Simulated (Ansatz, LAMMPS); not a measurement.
**Relaxing amorphous poly(vinyl fluoride) (as short chains C16F7H27), from a frame at 300 K (100 atoms)**

Wanted: the relaxed structure of amorphous poly(vinyl fluoride) (as short chains C16F7H27), from a frame at 300 K (100 atoms) and its electronic structure.

Calculated with Ansatz 0.2.0; Kohn-Sham DFT, RPBE+D3(BJ), PAW (set soft_2), plane waves.

Most raw output is cut from this account.

## 1. Starting point

The cell holds 100 atoms: 32 C, 14 F and 54 H. Its edges and angles: a = 9.656 Å, b = 9.656 Å, c = 9.656 Å, α = 90.0°, β = 90.0°, γ = 90.0°. 2 poly(vinyl fluoride) chains of 7 units with methyl end groups placed at random, at 1.3 g/cm³; overlaps pushed apart, then 20 ps at 800 K with MMFF94 bonds, angles, torsions, charges and radii (Halgren, J. Comput. Chem. 17, 490 (1996)) in harmonic and 12-6 forms. Snapshot after 30 ps at 300 K and fixed volume.

Limits known from the start: The network of contacts between molecules at the start is that of the classical potential that made the cell. The density was typed from a rule of thumb and may lie off the real one at this temperature. Sampling is at Γ alone, for a cell whose shortest periodic width is 10 Å.

## 2. How the cell was made

A classical potential makes the cell, at a small fraction of what the same run would cost in DFT.

This step: classical MD, MMFF94 bonds, angles, torsions, charges and radii (Halgren, J. Comput. Chem. 17, 490 (1996)) in harmonic and 12-6 forms; charges of ions scaled by 0.8 (LAMMPS 22 Jul 2025 - Update 4).

File in.lmp:

```
# amorphous poly(vinyl fluoride)
units real
atom_style full
boundary p p p
bond_style harmonic
angle_style harmonic
dihedral_style opls
improper_style harmonic
special_bonds lj 0 0 0.5 coul 0 0 0.75
read_data data.lmp
neigh_modify delay 0 every 1 check yes one 4000
comm_modify cutoff 12.0
timestep 0.5
thermo_style custom step time temp pe press density
thermo_modify norm yes
# push overlapping molecules apart
pair_style soft 2.6
pair_coeff * * 0.0
variable a equal ramp(1,60)
fix ad all adapt 1 pair soft a * * v_a
velocity all create 800 180176 mom yes dist gaussian
fix lim all nve/limit 0.03
fix lan all langevin 800 800 50 180177 zero yes
thermo 1000
run 3000 post no
unfix ad
pair_style lj/cut/coul/long 8.7
pair_modify mix arithmetic tail yes
pair_coeff 1 1 0.0678 3.3680   # C
pair_coeff 2 2 0.0801 2.5590   # F
pair_coeff 3 3 0.0216 2.5400   # H
kspace_style pppm 1.0e-4
thermo 100
minimize 1e-5 1e-3 300 3000
# [... 15 lines left out ...]
compute msd all msd com yes
thermo 7500
fix md all nvt temp 300 300 100
run 30000 post no
print "== T300: mean square displacement over the hold $(c_msd[4]:%.2f) A^2"
unfix md
uncompute msd
write_dump all custom T300.dump id type xs ys zs modify sort id
```

Run with:

```bash
> lmp -in in.lmp -log none -nocite
```

Run time: 16 s. Hardware: 1 thread of AMD EPYC 9R45, shared host; peak memory 0.12 GiB.

The input also reads data.lmp (atoms, bonds and types; not printed here).

## 3. Single point at the start

A single point comes first, to see the forces before anything moves.

File input.yaml:

```yaml
crystal:
  lattice:
    - [9.65568, 0.0, 0.0]
    - [0.0, 9.65568, 0.0]
    - [0.0, 0.0, 9.65568]
  atoms:
    - { symbol: C, position: [0.69599, 0.61598, 0.58926] }
    - { symbol: C, position: [0.6399, 0.73603, 0.51037] }
    - { symbol: C, position: [0.70897, 0.73529, 0.3677] }
    - { symbol: F, position: [0.74055, 0.60389, 0.32715] }
    - { symbol: C, position: [0.60671, 0.7825, 0.25144] }
    - { symbol: C, position: [0.69009, 0.79646, 0.12105] }
    - { symbol: F, position: [0.78603, 0.90215, 0.13818] }
    - { symbol: C, position: [0.59938, 0.8387, 0.00286] }
    - { symbol: C, position: [0.67258, 0.88358, 0.87429] }
    - { symbol: F, position: [0.78357, 0.80101, 0.8663] }
    - { symbol: C, position: [0.72236, 0.02827, 0.88303] }
    - { symbol: C, position: [0.77977, 0.08765, 0.74838] }
    - { symbol: F, position: [0.90698, 0.02728, 0.72049] }
    - { symbol: C, position: [0.80828, 0.24609, 0.75512] }
    - { symbol: C, position: [0.93128, 0.2788, 0.84904] }
    - { symbol: F, position: [0.04059, 0.30932, 0.76957] }
    - { symbol: C, position: [0.89911, 0.39453, 0.94315] }
    - { symbol: C, position: [0.83292, 0.35221, 0.08457] }
    - { symbol: F, position: [0.70967, 0.28729, 0.06254] }
    - { symbol: C, position: [0.93119, 0.26109, 0.16636] }
    - { symbol: C, position: [0.91152, 0.26174, 0.3223] }
    - { symbol: F, position: [0.77286, 0.25541, 0.36224] }
    - { symbol: C, position: [0.00483, 0.15248, 0.39025] }
    - { symbol: H, position: [0.6764, 0.51358, 0.53814] }
    - { symbol: H, position: [0.67084, 0.60727, 0.698] }
    - { symbol: H, position: [0.80508, 0.627, 0.60278] }
    - { symbol: H, position: [0.66318, 0.83982, 0.55708] }
    - { symbol: H, position: [0.52624, 0.72842, 0.50212] }
    - { symbol: H, position: [0.79775, 0.79767, 0.3677] }
    - { symbol: H, position: [0.55687, 0.87517, 0.2852] }
    - { symbol: H, position: [0.52999, 0.70234, 0.23878] }
    - { symbol: H, position: [0.75217, 0.70176, 0.09158] }
    - { symbol: H, position: [0.52007, 0.911, 0.03529] }
    - { symbol: H, position: [0.5314, 0.74681, 0.97816] }
    - { symbol: H, position: [0.61149, 0.8651, 0.77784] }
    - { symbol: H, position: [0.63002, 0.08108, 0.91712] }
    - { symbol: H, position: [0.79568, 0.03454, 0.96426] }
    - { symbol: H, position: [0.70856, 0.07374, 0.66032] }
    - { symbol: H, position: [0.7151, 0.30322, 0.77799] }
    - { symbol: H, position: [0.83474, 0.27573, 0.64854] }
    - { symbol: H, position: [0.96465, 0.19314, 0.91962] }
    - { symbol: H, position: [0.83764, 0.47056, 0.88514] }
    - { symbol: H, position: [0.99701, 0.43967, 0.97305] }
    - { symbol: H, position: [0.80748, 0.44855, 0.14159] }
    - { symbol: H, position: [0.04633, 0.27034, 0.14431] }
    - { symbol: H, position: [0.90971, 0.15017, 0.14938] }
    - { symbol: H, position: [0.95839, 0.36255, 0.34996] }
    - { symbol: H, position: [0.99025, 0.12918, 0.49847] }
    - { symbol: H, position: [0.1052, 0.1707, 0.37543] }
    - { symbol: H, position: [0.97148, 0.05595, 0.3422] }
    - { symbol: C, position: [0.44656, 0.51403, 0.04933] }
    - { symbol: C, position: [0.35985, 0.38672, 0.07169] }
    - { symbol: C, position: [0.3477, 0.33541, 0.21902] }
    - { symbol: F, position: [0.28766, 0.44311, 0.29009] }
    - { symbol: C, position: [0.4776, 0.30986, 0.30114] }
    - { symbol: C, position: [0.45007, 0.21775, 0.4269] }
    - { symbol: F, position: [0.39024, 0.10062, 0.3772] }
    - { symbol: C, position: [0.35134, 0.29721, 0.52301] }
    - { symbol: C, position: [0.33723, 0.24255, 0.66356] }
    - { symbol: F, position: [0.46536, 0.22815, 0.7105] }
    - { symbol: C, position: [0.26634, 0.10013, 0.66909] }
    - { symbol: C, position: [0.27025, 0.04933, 0.82496] }
    - { symbol: F, position: [0.22194, 0.14883, 0.90615] }
    - { symbol: C, position: [0.19566, 0.91998, 0.85779] }
    - { symbol: C, position: [0.23351, 0.79178, 0.77827] }
    - { symbol: F, position: [0.37061, 0.77258, 0.75658] }
    - { symbol: C, position: [0.15129, 0.78474, 0.64404] }
    - { symbol: C, position: [0.18194, 0.65588, 0.56397] }
    - { symbol: F, position: [0.1609, 0.54693, 0.65192] }
    - { symbol: C, position: [0.0911, 0.63362, 0.43838] }
    - { symbol: C, position: [0.13238, 0.72811, 0.30937] }
    - { symbol: F, position: [0.27395, 0.73574, 0.29951] }
    - { symbol: C, position: [0.07734, 0.65722, 0.17795] }
    - { symbol: H, position: [0.5091, 0.50502, 0.95329] }
    - { symbol: H, position: [0.3742, 0.5973, 0.03429] }
    - { symbol: H, position: [0.52621, 0.52192, 0.13422] }
    - { symbol: H, position: [0.26346, 0.40657, 0.00742] }
    - { symbol: H, position: [0.4154, 0.30705, 0.01869] }
    [... 16 atom lines left out ...]
    - { symbol: H, position: [0.10443, 0.52506, 0.40428] }
    - { symbol: H, position: [0.98847, 0.64203, 0.469] }
    - { symbol: H, position: [0.09038, 0.83302, 0.32327] }
    - { symbol: H, position: [0.07318, 0.54277, 0.17797] }
    - { symbol: H, position: [0.12961, 0.6924, 0.08285] }
    - { symbol: H, position: [0.97142, 0.68218, 0.15402] }
kpoints:
  mp_grid: { grid: [1, 1, 1] }
hamiltonian:
  xc: rpbe
  dispersion: d3bj
scf:
  occupations: { method: fixed }
output:
  forces: true
  stress: true
  populations: true
  dos:
    method: { smearing: { sigma: 0.1 } }
    de: 0.1
    projected: { site_lists: { C: [C], F: [F], H: [H] } }
  eigenvalues: true
```

Run with:

```bash
> ansatz run input.yaml --threads 4 --pin off --max-ram 8192MiB --backend cpu --events-out ev --progress --plain --runs-dir out
```

The job ended after 2.5 s (4 threads of AMD EPYC 9R45, shared host; peak memory 1.1 GiB; 9 s of CPU time).

Numbers from this run:

```yaml
free_energy: -20296.0591 eV
free_energy_per_atom: -202.9606 eV/atom
scf_cycles: 9
pressure: 5.359 GPa
r_m_s_force_component: 1.084 eV/Å
longest_force: 5.182 eV/Å
fermi_energy: -0.9372 eV
spacing_of_highest_filled_and_lowest_empty_level: 6.317 eV
spilling_of_the_projection: 0.01108
```

The r.m.s. force component of 1.1 eV/Å and the pressure of 5.4 GPa set the starting point.

Length of the force by element:

| element | coordination | atoms | mean length of the force (eV/Å) | spread | least | most |
| --- | --- | --- | --- | --- | --- | --- |
| C | all | 32 | 2.19 | 0.975 | 0.818 | 5.18 |
| F | all | 14 | 2.33 | 1.10 | 0.297 | 4.53 |
| H | all | 54 | 0.989 | 0.637 | 0.223 | 4.21 |

## 4. Relaxation

With the cell held, the atoms are moved downhill towards a nearby minimum.

input.yaml, the sections that differ from step 3:

```yaml
output:
  forces: true
relax:
  f_tol: 0.05
  max_steps: 200
# crystal, kpoints, hamiltonian, scf: as in step 3
```

Elapsed: 18 s, on 4 threads; peak memory 0.99 GiB; 63 s of CPU time.

The steps of the relaxation:

| step | energy less that of the first step (eV) | largest force component (eV/Å) |
| --- | --- | --- |
| 1 | 0.0000 | 4.9863 |
| 2 | -4.1211 | 1.7824 |
| 3 | -4.8743 | 0.7788 |
| 4 | -5.0377 | 0.3784 |
| 5 | -5.1475 | 0.2194 |
| 6 | -5.1954 | 0.2739 |
| 7 | -5.2284 | 0.3550 |
| 8 | -5.2525 | 0.3490 |
| 9 | -5.2699 | 0.2358 |
| 10 | -5.2823 | 0.1786 |
| 11 | -5.2891 | 0.1589 |
| 12 | -5.2940 | 0.0948 |
| 13 | -5.2964 | 0.0432 |
| 14 | -5.2964 | 0.0438 |

The atoms that moved most (Å):

| atom | dx | dy | dz | length |
| --- | --- | --- | --- | --- |
| H99 | -0.866 | 1.120 | 0.317 | 1.451 |
| H27 | -0.932 | -0.751 | 0.192 | 1.212 |
| H28 | -0.121 | -1.114 | -0.158 | 1.131 |
| H98 | 0.306 | 0.897 | -0.418 | 1.036 |
| H44 | 0.728 | 0.204 | -0.294 | 0.811 |
| F54 | -0.354 | -0.518 | -0.432 | 0.761 |
| C2 | -0.335 | -0.641 | 0.121 | 0.733 |
| H25 | -0.421 | -0.583 | 0.118 | 0.729 |

The relaxation changed the energy by -53.0 meV/atom, and atoms moved by 0.48 Å r.m.s., 1.5 Å at most.

## 5. Structure statistics after relaxation

Bonds before and after, by the cutoffs listed below:

| pair | bonds before | bonds after | mean before (Å) | mean after (Å) | spread before (Å) | spread after (Å) |
| --- | --- | --- | --- | --- | --- | --- |
| H-C | 54 | 54 | 1.093 | 1.096 | 0.029 | 0.002 |
| C-C | 30 | 30 | 1.519 | 1.522 | 0.031 | 0.004 |
| C-F | 14 | 14 | 1.360 | 1.433 | 0.022 | 0.005 |

Density 1.3 g/cm³, 9.002 Å³ an atom.

Pair distribution functions g(r), in bins of 0.2 Å:

| r (Å) | total | H-H | H-C | H-F | C-C | C-F | F-F |
| --- | --- | --- | --- | --- | --- | --- | --- |
| 1.00 | 3.29 | 0.00 | 9.50 | 0.00 | 0.00 | 0.00 | 0.00 |
| 1.20 | 0.06 | 0.00 | 0.16 | 0.00 | 0.00 | 0.00 | 0.00 |
| 1.40 | 0.49 | 0.00 | 0.00 | 0.00 | 0.00 | 5.50 | 0.00 |
| 1.60 | 0.93 | 0.00 | 0.00 | 0.00 | 9.00 | 0.00 | 0.00 |
| 1.80 | 0.59 | 2.03 | 0.00 | 0.00 | 0.00 | 0.00 | 0.00 |
| 2.00 | 0.26 | 0.06 | 0.00 | 1.61 | 0.00 | 0.00 | 0.00 |
| 2.20 | 1.62 | 0.40 | 4.30 | 0.10 | 0.00 | 0.00 | 0.00 |
| 2.40 | 1.17 | 2.03 | 0.00 | 1.52 | 0.00 | 3.88 | 0.00 |
| 2.60 | 1.48 | 1.59 | 0.53 | 3.50 | 2.99 | 0.00 | 0.00 |
| 2.80 | 1.01 | 0.79 | 1.42 | 1.34 | 0.00 | 0.89 | 0.47 |
| 3.00 | 0.94 | 1.38 | 0.72 | 0.90 | 0.07 | 1.41 | 0.80 |
| 3.20 | 0.70 | 0.88 | 0.42 | 0.55 | 0.55 | 1.25 | 2.13 |
| 3.40 | 0.83 | 0.47 | 0.91 | 1.68 | 0.12 | 1.10 | 0.32 |
| 3.60 | 0.74 | 0.68 | 1.01 | 0.55 | 0.10 | 0.80 | 1.15 |
| 3.80 | 0.84 | 1.02 | 0.78 | 0.71 | 0.71 | 0.94 | 0.51 |
| 4.00 | 0.85 | 0.75 | 0.86 | 1.04 | 1.02 | 0.59 | 0.70 |
| 4.20 | 0.99 | 0.92 | 1.18 | 0.92 | 0.68 | 0.99 | 1.04 |
| 4.40 | 1.05 | 1.23 | 0.95 | 1.00 | 0.83 | 1.07 | 1.54 |
| 4.60 | 1.07 | 1.07 | 1.03 | 1.06 | 1.19 | 1.14 | 0.87 |

Bonds by pair of elements; cutoffs follow the first minimum of g(r), held within bounds set by covalent radii, and pairs that aren't listed don't count as bonded:

| pair A-B | cutoff (Å) | bonds | mean length (Å) | spread (Å) | shortest (Å) | B about A | A about B |
| --- | --- | --- | --- | --- | --- | --- | --- |
| H-C | 1.34 | 54 | 1.10 | 0.002 | 1.09 | 1 | 1.69 |
| C-C | 1.85 | 30 | 1.52 | 0.004 | 1.51 | 1.88 | 1.88 |
| C-F | 1.62 | 14 | 1.43 | 0.005 | 1.43 | 0.438 | 1 |

How many atoms have how many bonded neighbours:

| element | mean | 1 | 4 |
| --- | --- | --- | --- |
| C | 4 | 0 | 32 |
| F | 1 | 14 | 0 |
| H | 1 | 54 | 0 |

Bond angles, per cent of each kind in bins of 5°:

| angle (°) | C-C-H | C-C-C | C-C-F | H-C-H | F-C-H |
| --- | --- | --- | --- | --- | --- |
| 100–105 | 0.0 | 0.0 | 3.6 | 0.0 | 21.4 |
| 105–110 | 66.7 | 0.0 | 96.4 | 100.0 | 78.6 |
| 110–115 | 33.3 | 53.6 | 0.0 | 0.0 | 0.0 |
| 115–120 | 0.0 | 46.4 | 0.0 | 0.0 | 0.0 |

Bond angles (no mean is given where the spread exceeds 20°):

| angle | count | mean (°) | spread (°) |
| --- | --- | --- | --- |
| C-C-H | 96 | 109 | 1.3 |
| C-C-C | 28 | 115 | 1.5 |
| C-C-F | 28 | 108 | 1.2 |
| H-C-H | 26 | 108 | 1 |
| F-C-H | 14 | 105 | 0.3 |

With the cutoffs above, all C atoms have 4, all F atoms have 1 and all H atoms have 1 bonded neighbour. The C-C-H angle averages 109° with a spread of 1.3°.

(Part 1 of 2 ends here.)

[Logs are printed without paths, hosts, clocks, repeated set-up lines and the standing remarks that a program may print on its own settings, such as how far it seeks lower states.]

[Hosts, paths, dates, database ids (printed as entryN), source tags and the programs' standing remarks are cut or masked in the printed files.]

[The MMFF94 radii named for the starting cell were scaled by 0.96; in molecules described by MMFF94, hydrogen bound to N, O or S took a small fixed 12-6 site in their place.]
